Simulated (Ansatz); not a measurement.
# AgF (model cell, started as NiAs type): from the cell to its phonons

Aim: the phonons of AgF (model cell, started as NiAs type) at a cell relaxed beforehand at this level. After the zone centre comes a 3×3×2 q mesh on a 15×15×6 k mesh.

Calculated with Ansatz 0.2.0; DFT PBEsol, scalar-relativistic, plane waves, PAW.

The structure was built from a prototype and need not be the compound's stable phase.

**1. The structure**

Symmetry: P6_3/mmc, No. 194, hexagonal system. The conventional cell has a = 3.038 Å, b = 3.038 Å, c = 6.862 Å, α = 90.00°, β = 90.00°, γ = 120.00°. Nearest to Ag lie 6 F at 2.45 Å. F has 6 Ag at 2.45 Å nearest. Farther neighbours and most contacts between anions are not listed.

**2. Linear response at the zone centre**

The cell comes from relaxations at this level that are not shown. The zone centre comes first: it holds the modes that light can see, as far as symmetry allows. No field response is asked, since the mesh shows no gap.

Contents of input.yaml:

```yaml
crystal:
  lattice:
    - [3.0380659028, 2.5779e-06, 0.0]
    - [-1.5190351839, 2.6310409612, 0.0]
    - [0.0, 0.0, 6.8619586866]
  atoms:
    - { symbol: Ag, position: [0.0, 0.0, 0.0] }
    - { symbol: Ag, position: [0.0, 0.0, 0.5] }
    - { symbol: F, position: [0.3333333333, 0.6666666667, 0.25] }
    - { symbol: F, position: [0.6666666667, 0.3333333333, 0.75] }
kpoints:
  mp_grid: { grid: [15, 15, 6] }
hamiltonian:
  xc: pbesol
scf:
  occupations: { method: methfessel_paxton, width: 0.2 }
output:
  eigenvalues: true
phonons:
  method: dfpt
```

Started as:

```bash
$ ansatz run input.yaml --threads 4 --pin off --max-ram 7168MiB --backend cpu --events-out ev --progress --plain --runs-dir out
```

Numbers of over 12 decimals in the logs are rounded to 6 here.

The log of the run:

```text
Engine: ansatz 0.2.0, x86_64-unknown-linux-gnu
Pseudopotentials: kind: paw
Pseudopotential: Ag, paw, valence charge 19, recommended cutoff 420 eV (normal), Ag.paw.azcp
Pseudopotential: F, paw, valence charge 7, recommended cutoff 420 eV (normal), F.paw.azcp
Functional definition: PBEsol
  exchange = pbesol_x
  correlation = pbesol_c
Crystal: 4 atoms, lattice volume = 54.850 Å³
Basis set: ecut = 420 eV, 1079 PW (Γ), exchange–correlation on 48×48×96 points (8 copies of the dense FFT grid, shifted against one another)
Bands: 32, of which v1, the nominal top of the filled ones, is band 26 counted from 1 (25 counted from 0)
Symmetry: 24 space group operations
k-points: 368 of 1350 (irreducible under 2 space group operations, time reversal used)
Non-local potential: Ag, projectors of the file, l = 0: 3, l = 1: 2, l = 2: 2, l = 3: 1
Non-local potential: F, projectors of the file, l = 0: 2, l = 1: 2, l = 2: 1
PAW form: soft (Blöchl's): semilocal exchange-correlation on the pseudo side does not see the compensation charge
PAW frozen core: Ag, regenerated for the run's functional, and the local potential with it (the file was generated under x = pbe(κ = 0.804, μ = 0.219515), c = pbe(β = 0.066725))
PAW frozen core: F, regenerated for the run's functional, and the local potential with it (the file was generated under x = pbe(κ = 0.804, μ = 0.219515), c = pbe(β = 0.066725))
PAW one-centre angular grid: Ag, 590 points (default); XC on 64 Gauss nodes
PAW one-centre angular grid: F, 110 points (default); XC on 64 Gauss nodes
Initial density: superposition of atomic densities (neutral atoms: chi_scale 0, normalization atom), corrected by the library's trained network
Initial wavefunctions: pseudopotential atomic-orbital guess
Functional: x = pbesol(κ = 0.804, μ = 0.123457), c = pbesol(β = 0.046)
SCF iter   1: F=—  HF=-16643.177061 eV  |F-HF|=—  |Δ(HF+E_count)|=         —  Δρ=1.76e-2  dr2=1.19e-1  ethr=1.77e-3  ⟨swp⟩=4.7  Hψ=39663  notcnv=0
preconditioner: auto → LDOS  [metal: Δε(μ)=0.059 eV  Ē_g=13.144 eV  σ=0.200 eV  W_gap=0.25  n_scr=22 (ndim 8)  ℏωp=30.1 eV  f_vac=0.034  D(μ)=1.24/eV (n_scr^D=4)  β→1.0]
SCF iter   2: F=—  HF=-16643.212151 eV  |F-HF|=—  |Δ(HF+E_count)|=   3.51e-2  S|Δr|=    0.00e0  Δρ=2.42e-2  dr2=2.12e-1  ethr=2.29e-4  ⟨swp⟩=2.0  Hψ=25192  notcnv=0  defer=566
SCF iter   3: F=—  HF=-16643.152156 eV  |F-HF|=—  |Δ(HF+E_count)|=   6.00e-2  S|Δr|=    0.00e0  Δρ=7.62e-3  dr2=2.05e-2  ethr=2.29e-4  ⟨swp⟩=2.2  Hψ=17140  notcnv=0  defer=566
SCF iter   4: F=—  HF=-16643.145713 eV  |F-HF|=—  |Δ(HF+E_count)|=   6.44e-3  S|Δr|=    0.00e0  Δρ=5.95e-4  dr2=1.80e-4  ethr=3.95e-5  ⟨swp⟩=2.0  Hψ=17082  notcnv=0  defer=566
SCF iter   5: F=—  HF=-16643.145679 eV  |F-HF|=—  |Δ(HF+E_count)|=   3.48e-5  S|Δr|=    0.00e0  Δρ=7.19e-5  dr2=1.10e-6  ethr=3.46e-7  ⟨swp⟩=2.2  Hψ=18003  notcnv=0  defer=566
SCF iter   6: F=—  HF=-16643.145669 eV  |F-HF|=—  |Δ(HF+E_count)|=   9.49e-6  S|Δr|=    0.00e0  Δρ=6.76e-6  dr2=1.78e-8  ethr=2.11e-9  ⟨swp⟩=2.0  Hψ=18302  notcnv=0  defer=524
SCF iter   7: F=—  HF=-16643.145669 eV  |F-HF|=—  |Δ(HF+E_count)|=  1.27e-10  S|Δr|=    0.00e0  Δρ=7.60e-7  dr2=2.08e-10  ethr=3.42e-11  ⟨swp⟩=2.2  Hψ=15987  notcnv=0  defer=518
SCF iter   8: F=-16643.145669 eV  HF=-16643.145669 eV  |F-HF|=0.00e0  |Δ(HF+E_count)|=  7.28e-12  S|Δr|=    0.00e0  Δρ=7.76e-8  dr2=1.01e-12  ethr=1.00e-12  ⟨swp⟩=9.2  Hψ=55543  notcnv=0
SCF 1 converged in 8 iterations: F = -16643.145669 eV  dr2 = 1.01e-12
  greatest PAW one-centre occupation: 1.001 electrons in one spin orbital (limit 2), on the Ag atom at site 1 (counted from 0), in its partial waves of l = 0
DFPT response loops at Γ: preconditioner auto → Kerker (q_TF=auto, 2.704 Å⁻¹) (partly filled bands, converged f_vac=0.031); β = 1.00, the filter's whole step (`scf.mixing.beta` (0.50) is not read by the response loops under this deck's `scf.mixing.preconditioner`; to damp them name `kerker` or `kerker_dos`, under which they read `scf.mixing.beta`, and type it under 1.00, their step now; both keys bind the ground state too); Broyden in place of MSR1
SCF converged after 8 iterations
Stability not checked: this state was not tested for a lower state beside it, because cold or Methfessel-Paxton smearing, or corrected tetrahedra, fill the levels in a way that the test cannot read (fill_not_monotonic; see scf.lower_state_search)
Free energy (F): -16643.145669 eV
Harris-Foulkes:  -16643.145669 eV  (|F-HF|=0.00e0)
Internal energy: -16643.152227 eV  (E = F + TS)
E sigma→0 (E₀):  -16643.147308 eV
Entropy (-TS):   0.006557 eV (1.639 meV/atom)
Fermi energy:    10.301415 eV
--- Per-component energies (eV) ---
  E_band       = -625.256868
  E_kinetic    = 1465.817424
  E_local      = -5894.791751  (includes V_loc(G=0)·N_el)
  E_nonlocal   = 321.254040
  E_hartree    = 2555.269447
  E_xc         = -519.751237
  E_vxc        = -665.066560  (∫ρ·V_xc dr)
  E_paw        = -8062.253916  (= ΣΔE_a)
  E_vpaw       = -963.013296  (= ΣTr[D̂ρ^β])
  E_aug_tail   = 0.004373  (compensation charges beyond the density's cutoff)
  E_ewald      = -6509.430968
  E_core_change = 0.730363  (= ΣΔE_core)
  E_smearing   = 0.006557  (= −TS)
  E_closure    = 0.000000  (closes the sum)
  Σ components = -16643.145669   (vs F -16643.145669, Δ=0.00e0)
--- Band table (eV; the first three rows and the last of 368) ---
  k-point 0: bands = [... 22 lower, 9.0142, 9.0142, 9.7516, 9.7525, 9.7525, 14.2040, 15.7915, 22.9835, ... 2 higher]
  k-point 1: bands = [... 22 lower, 9.0560, 9.0560, 9.7046, 9.7046, 9.9817, 13.5348, 16.5340, 22.1055, ... 2 higher]
  k-point 2: bands = [... 22 lower, 9.1862, 9.1862, 9.5700, 9.5700, 10.6024, 12.4864, 17.8052, 20.6660, ... 2 higher]
  k-point 367: bands = [... 22 lower, 9.3964, 9.4974, 9.5789, 10.0815, 14.3586, 15.4186, 19.9223, 20.3645, ... 2 higher]
--- Phonons (Γ-DFPT): 4 representative perturbations + reference, on 368 of 1350 k-points (Σ response iterations 14) ---
  k mesh reduced under 2 symmetry operations, with k and −k counted as one. Each operation leaves every solved perturbation unchanged. A smaller set is not used because it would not reduce the number of displacements times k-points to solve
  ASR residual: 6.095e-5 → 0.000e0 eV/Å²; symmetrization residual: 1.323e-4 eV/Å²
  ASR residual per site (eV/Å²): 1.99e-5 1.99e-5 6.10e-5 6.10e-5
  Γ frequencies (cm⁻¹): -26.41 -26.41 0.00 0.00 0.00 40.58 40.58 116.10 116.10 164.11 258.48 314.38
  non-analytic LO–TO correction: not included (Born effective charges unavailable; polar crystals: no LO–TO splitting at Γ)
```

The job ended after 50 s (4 threads of Intel Xeon 6975P-C (Granite Rapids), shared host; peak memory 1.9 GiB).

The column dr2 measures how far the density is from self-consistency, as an energy; F and HF (Harris–Foulkes) agree once it is small.

Numbers from this step:

- volume per atom: 13.71 Å³
- gap on the k-mesh: 0 eV
- sum-rule residual before enforcement: 6.10e-5 eV/Å²
- point group: 6/mmm
- highest optical mode at the zone centre (no LO-TO term): 314.4 cm⁻¹
- lowest optical zone-centre mode: -26.41 cm⁻¹

Patterns of degenerate modes are one choice out of their space. Modes at Γ, with each element's share of the kinetic energy (negative means imaginary):

| mode | frequency (cm⁻¹) | symmetry | Ag % | F % |
| --- | --- | --- | --- | --- |
| 1 | -26.4 | E2g | 0 | 100 |
| 2 | -26.4 | E2g | 0 | 100 |
| 3 | 0.0 | acoustic | 85 | 15 |
| 4 | 0.0 | acoustic | 85 | 15 |
| 5 | 0.0 | acoustic | 85 | 15 |
| 6 | 40.6 | E2u | 100 | 0 |
| 7 | 40.6 | E2u | 100 | 0 |
| 8 | 116.1 | E1u | 15 | 85 |
| 9 | 116.1 | E1u | 15 | 85 |
| 10 | 164.1 | B2u | 100 | 0 |
| 11 | 258.5 | A2u | 15 | 85 |
| 12 | 314.4 | B1g | 0 | 100 |

Displacements in mode 1 (-26.4 cm⁻¹), the largest set to 1:
```
Ag1  0.00  0.00  0.00
Ag2  0.00  0.00  0.00
F3  -1.00 -0.21  0.00
F4   1.00  0.21  0.00
```

Displacements in mode 12 (314.4 cm⁻¹), the largest set to 1:
```
Ag1  0.00  0.00  0.00
Ag2  0.00  0.00  0.00
F3   0.00  0.00  1.00
F4   0.00  0.00 -1.00
```

Before it was imposed, the acoustic sum rule was missed by 6.1e-5 eV/Å². Small misses are needed for a sound result but don't prove that mesh and cutoff are converged. The lowest optical mode is imaginary, 26.4i cm⁻¹, so the energy falls along it.

**3. Response at finite wavevector**

Stability and thermal properties need the whole zone. Linear response on a 3×3×2 q mesh gives force constants as far as a supercell of that size would.

input.yaml, as its differences from that of step 2:

```diff
@@ -20 +20,9 @@
   method: dfpt
+  qmesh: [3, 3, 2]
+  temperatures: { t_max: 1000, t_step: 50 }
+  qpath:
+    path:
+      - [[0.0, 0.0, 0.0], [0.5, 0.0, 0.0], [0.33333333, 0.33333333, 0.0], [0.0, 0.0, 0.0], [0.0, 0.0, 0.5], [0.5, 0.0, 0.5], [0.33333333, 0.33333333, 0.5], [0.0, 0.0, 0.5]]
+      - [[0.5, 0.0, 0.5], [0.5, 0.0, 0.0]]
+      - [[0.33333333, 0.33333333, 0.5], [0.33333333, 0.33333333, 0.0]]
+    npoints: 10
```

The log of the run:

```text
Warning: phonons: the dynamical matrix that this run interpolates holds no multipole term above the dipole-dipole one, and a site of this crystal is no centre of inversion, so its interpolated transverse optical and acoustic branches and sound speeds can stay off near Gamma, and the density of states and the thermodynamics with them. What a run solves at a wave vector of phonons.qpoints, Gamma apart, where the deck admits one, is free of this, and under fd what a larger phonons.supercell samples
[...]
Crystal: 4 atoms, lattice volume = 54.850 Å³
Basis set: ecut = 420 eV, 1079 PW (Γ), exchange–correlation on 48×48×96 points (8 copies of the dense FFT grid, shifted against one another)
Bands: 32, of which v1, the nominal top of the filled ones, is band 26 counted from 1 (25 counted from 0)
Symmetry: 24 space group operations
k-points: 108 of 1350
[...]
SCF iter   1: F=—  HF=-16643.177056 eV  |F-HF|=—  |Δ(HF+E_count)|=         —  Δρ=1.76e-2  dr2=1.19e-1  ethr=1.77e-3  ⟨swp⟩=4.7  Hψ=11685  notcnv=0
[...]
SCF iter   8: F=-16643.145669 eV  HF=-16643.145669 eV  |F-HF|=3.64e-12  |Δ(HF+E_count)|=  3.64e-12  S|Δr|=    0.00e0  Δρ=7.69e-8  dr2=9.85e-13  ethr=1.00e-12  ⟨swp⟩=9.2  Hψ=16382  notcnv=0
SCF 1 converged in 8 iterations: F = -16643.145669 eV  dr2 = 9.85e-13
[...]
iter 1 solved again at ethr=6.20e-9 eV; its pass at ethr=3.10e-3 eV (dr2=3.23e-6 eV) is discarded
SCF iter   1: F=—  HF=-16643.145669 eV  |F-HF|=—  |Δ(HF+E_count)|=         —  Δρ=1.97e-7  dr2=1.19e-11  ethr=6.20e-9  ⟨swp⟩=3.7  Hψ=21308  notcnv=0
eigensolver tolerance schedule: the retry pair's looser diagonalisation over-reported the residual by 270894.67 of it (diagonalisation noise at 1.18 of the residual, at the tolerance the schedule requests for it); recorded, not acted on — ethr = c·dr2/N_el stays at c = 1.0e-1
[...]
SCF iter   2: F=—  HF=-16643.145669 eV  |F-HF|=—  |Δ(HF+E_count)|=   1.03e-9  S|Δr|=    0.00e0  Δρ=3.94e-7  dr2=5.42e-11  ethr=1.00e-12  ⟨swp⟩=2.3  Hψ=6320  notcnv=0
SCF iter   3: F=-16643.145669 eV  HF=-16643.145669 eV  |F-HF|=7.28e-12  |Δ(HF+E_count)|=  2.18e-11  S|Δr|=    0.00e0  Δρ=1.11e-7  dr2=3.93e-12  ethr=1.00e-12  ⟨swp⟩=2.9  Hψ=10093  notcnv=0
SCF 2 converged in 3 iterations: F = -16643.145669 eV  dr2 = 3.93e-12
phonons: the bands overlap, so this run is a metal and interpolates without the dipole-dipole term. If the crystal is really an insulator or semiconductor, its LO-TO splitting is missing
NSCF: frozen V_eff on 108 k-points
[...]
DFPT response loops at q = (0, 0, 0) (fractional): preconditioner auto → Kerker (q_TF=auto, 2.704 Å⁻¹) (partly filled bands, converged f_vac=0.031); β = 1.00, the filter's whole step (`scf.mixing.beta` (0.50) is not read by the response loops under this deck's `scf.mixing.preconditioner`; to damp them name `kerker` or `kerker_dos`, under which they read `scf.mixing.beta`, and type it under 1.00, their step now; both keys bind the ground state too); Broyden in place of MSR1
[...]
SCF converged after 8 iterations
[...]
Free energy (F): -16643.145669 eV
[...]
Internal energy: -16643.152227 eV  (E = F + TS)
E sigma→0 (E₀):  -16643.147308 eV
Entropy (-TS):   0.006557 eV (1.639 meV/atom)
Fermi energy:    10.301415 eV
[...]
--- Band table (eV; the first three rows and the last of 108) ---
  k-point 0: bands = [... 22 lower, 9.0142, 9.0142, 9.7516, 9.7525, 9.7525, 14.2040, 15.7915, 22.9835, ... 2 higher]
  k-point 1: bands = [... 22 lower, 9.0560, 9.0560, 9.7046, 9.7046, 9.9817, 13.5348, 16.5340, 22.1055, ... 2 higher]
  k-point 2: bands = [... 22 lower, 9.1862, 9.1862, 9.5700, 9.5700, 10.6024, 12.4864, 17.8052, 20.6660, ... 2 higher]
  k-point 107: bands = [... 22 lower, 9.1893, 9.1893, 10.2581, 10.2581, 17.9408, 17.9408, 18.1088, 18.1088, ... 2 higher]
--- Phonons (Γ-DFPT): 4 representative perturbations + reference (Σ response iterations 14) ---
  ASR residual: 5.151e-5 → 0.000e0 eV/Å²; symmetrization residual: 2.884e-6 eV/Å²
  ASR residual per site (eV/Å²): 2.44e-5 2.44e-5 5.15e-5 5.15e-5
[...]
--- Phonons (arbitrary-q DFPT): 6 irreducible q on the 3×3×2 mesh ---
  q = [0.0000, 0.0000, 0.0000] (star 1, of the zone-centre solve; hermiticity 7.87e-7, symmetrization 1.32e-7): -26.44 -26.44 -0.00 0.00 0.00 40.58 40.58 116.09 116.09 164.11 258.48 314.38
  q = [0.0000, 0.0000, -0.5000] (star 1, 4 solved perturbations in 1382 linear systems a pass and spin channel, the states on 676 of 1350 k-point pairs; hermiticity 6.06e-7, symmetrization 1.14e-7): -21.53 -21.53 -21.53 -21.53 82.31 82.31 82.31 82.31 111.13 111.13 296.54 296.54
[...]
sum rule: each row above includes the acoustic sum rule's correction from the zone centre's row sums; it moved no ω² by more than (0.86 cm⁻¹)²
  mesh force constants: q→R imaginary residual 1.17e-16; ASR residual 5.151e-5 → 0.000e0 eV/Å²; symmetrization residual 2.665e-15 eV/Å²
  interpolated dispersion: 93 rows × 12 modes
  density of states and harmonic sums: on the 24×24×10 q-mesh, interpolated from the force constants of a 3×3×2 supercell (no non-analytic term)
  largest difference from the sums on the solved wave vectors: F 1.19e-1 eV, S 1.51e-4 and C_V 3.23e-5 eV/K
  zero-point energy: 0.090728 eV/cell   skipped modes (ω ≤ 0): 371, of them read as no rigid motion or as one in doubt: 368 (9.047e-1 modes/cell left out, lowest -37.30 cm⁻¹)   left out of the sums: 7.54e-2 of the cell's modes: C_V's classical limit lies that fraction below 3 k_B per atom; for a crystal, a wire or a layer, F and S can be off by more, and a phonons.interpolated_qmesh denser along its periods is the remedy for the sampling
```

It took 9.5 min on 4 threads; peak memory 4.7 GiB.

This step gave:

```
sum-rule residual before enforcement                    : 5.15e-5 eV/Å²
lowest frequency on the path                            : -37.28 cm⁻¹
highest frequency on the path or at a solved wavevector : 314.4 cm⁻¹
lowest optical zone-centre mode                         : -26.44 cm⁻¹
lowest mode on the q mesh (acoustic modes at Γ apart)   : -35.71 cm⁻¹
```

Frequencies (cm⁻¹) solved at each irreducible wavevector; negative means imaginary. Frequencies by wavevector, by row:

| q in reciprocal lattice units | star | mode 1 | mode 2 | mode 3 | mode 4 | mode 10 | mode 11 | mode 12 |
| --- | --- | --- | --- | --- | --- | --- | --- | --- |
| 0 0 0 | 1 | -26.4 | -26.4 | 0 | 0 | 164.1 | 258.5 | 314.4 |
| 0 0 -0.5 | 1 | -21.5 | -21.5 | -21.5 | -21.5 | 111.1 | 296.5 | 296.5 |
| 0 0.3333 0 | 6 | -20.2 | 36.2 | 50.4 | 59.7 | 216 | 222 | 261.2 |
| 0 0.3333 -0.5 | 6 | 36.4 | 36.4 | 42.6 | 42.6 | 211.3 | 239.3 | 239.3 |
| 0.3333 0.3333 0 | 2 | -35.7 | -35.7 | 74.6 | 80.7 | 202.1 | 218.3 | 225.6 |
| 0.3333 0.3333 -0.5 | 2 | -35.6 | -35.6 | 76.6 | 76.6 | 220 | 229.5 | 229.5 |

Interpolated from a 3×3×2 q mesh. The phonon branches at the labelled points (cm⁻¹):

| point | branch 1 | branch 2 | branch 3 | branch 4 | branch 9 | branch 10 | branch 11 | branch 12 |
| --- | --- | --- | --- | --- | --- | --- | --- | --- |
| Γ | -26 | -26 | 0 | 0 | 116 | 164 | 258 | 314 |
| halfway | -18 | 19 | 49 | 54 | 180 | 196 | 218 | 279 |
| M | -33 | 46 | 48 | 64 | 166 | 239 | 246 | 252 |
| halfway | -36 | 34 | 64 | 74 | 176 | 230 | 232 | 242 |
| K | -36 | -36 | 75 | 81 | 202 | 202 | 218 | 226 |
| halfway | -24 | 41 | 48 | 65 | 199 | 201 | 209 | 268 |
| Γ | -26 | -26 | 0 | 0 | 116 | 164 | 258 | 314 |
| halfway | -27 | -27 | -11 | -11 | 106 | 149 | 272 | 311 |
| A | -22 | -22 | -22 | -22 | 111 | 111 | 296 | 296 |
| halfway | 24 | 24 | 35 | 35 | 184 | 184 | 257 | 257 |
| L | 46 | 46 | 70 | 70 | 205 | 205 | 251 | 251 |
| halfway | 24 | 24 | 76 | 76 | 208 | 208 | 243 | 243 |
| H | -36 | -36 | 77 | 77 | 220 | 220 | 230 | 230 |
| halfway | 13 | 13 | 51 | 51 | 195 | 195 | 246 | 246 |
| A | -22 | -22 | -22 | -22 | 111 | 111 | 296 | 296 |
| jump to L | 46 | 46 | 70 | 70 | 205 | 205 | 251 | 251 |
| halfway | 24 | 46 | 46 | 82 | 176 | 227 | 250 | 252 |
| M | -33 | 46 | 48 | 64 | 166 | 239 | 246 | 252 |
| jump to H | -36 | -36 | 77 | 77 | 220 | 220 | 230 | 230 |
| halfway | -36 | -36 | 75 | 79 | 218 | 221 | 221 | 224 |
| K | -36 | -36 | 75 | 81 | 202 | 202 | 218 | 226 |

(Continued in part 2 of 2.)

[Logs are printed without paths, hosts, clocks, repeated set-up lines and the standing remarks that a program may print on its own settings, such as how far it seeks lower states.]

[Hosts, paths, dates, database ids (printed as entryN), source tags and the programs' standing remarks are cut or masked in the printed files.]
